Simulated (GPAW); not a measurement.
# Se K edge of CuSe2 (Pnnm): cell size and cost

How large a supercell does the Se K edge of CuSe2 (Pnnm) need, and what does it cost? The absorber has 1 Se at 2.33 Å and 3 Cu at 2.56 Å (distorted tetrahedral, site symmetry m).

The runs were made apart and are set side by side; the one with the holes farthest apart serves as the reference. All curves get a further Gaussian of 1.5 eV full width, so that line shapes and meshes matter less.

**1. Cost and result by level**

| run | hole distance (Å) | k mesh | core time | raw zero (eV) | zero less the added terms (eV) | r.m.s. from the reference after the best shift (%) |
| --- | --- | --- | --- | --- | --- | --- |
| GPAW LDA, 12 atoms | 6.3 | 3×3×3 | 6.3 min | 12671.1 | - | 1 |
| GPAW LDA, 24 atoms | 8.0 | 3×3×3 | 41 min | 12671.2 | - | - |

Times are from shared hosts.

```tsv
E (eV)	GPAW LDA, 12 atoms	GPAW LDA, 24 atoms
-2.00	0.11	0.12
-1.25	0.36	0.39
-0.50	0.83	0.86
0.25	1.31	1.34
1.00	1.46	1.48
1.75	1.21	1.21
2.50	0.87	0.85
3.25	0.72	0.70
4.00	0.74	0.73
4.75	0.80	0.80
5.50	0.86	0.88
6.25	0.97	1.00
7.00	1.13	1.15
7.75	1.28	1.28
8.50	1.36	1.35
9.25	1.38	1.36
10.00	1.33	1.32
10.75	1.25	1.24
11.50	1.14	1.13
12.25	1.03	1.03
13.00	0.92	0.93
13.75	0.83	0.85
14.50	0.77	0.78
15.25	0.74	0.74
16.00	0.74	0.73
16.75	0.77	0.75
17.50	0.79	0.78
18.25	0.81	0.80
19.00	0.81	0.81
19.75	0.81	0.82
20.50	0.83	0.83
21.25	0.86	0.86
22.00	0.89	0.89
22.75	0.90	0.90
23.50	0.90	0.91
24.25	0.89	0.91
25.00	0.90	0.91
25.75	0.92	0.92
26.50	0.93	0.93
27.25	0.93	0.92
28.00	0.93	0.91
28.75	0.91	0.91
29.50	0.91	0.91
30.25	0.91	0.92
31.00	0.93	0.94
31.75	0.94	0.96
```

**2. Reading**

The smallest cell differs from the reference by 1 % r.m.s. after a shift of 0.0 eV at 0.15 of its cost, so it already gives the shape. Its highest intensity below 24 eV lies at 0.8 eV against 0.8 eV. Whether the reference itself is converged wasn't tested.

The script folds with a Gaussian, whereas the core hole's own line is a Lorentzian, so the onset is too steep and the first peak too high. Lifetime broadening is put in by hand, and intensities beyond about 20 eV depend on it. Meshes are coarse enough for small ripples in CuSe2 (Pnnm). Some cells keep the holes under 6.5 Å apart, so shapes are probably not fully converged. The structures are entries of the Crystallography Open Database, used as given.

[Logs are printed without paths, hosts, clocks, repeated set-up lines and the standing remarks that a program may print on its own settings, such as how far it seeks lower states.]

[Hosts, paths, dates, database ids (printed as entryN), source tags and the programs' standing remarks are cut or masked in the printed files.]
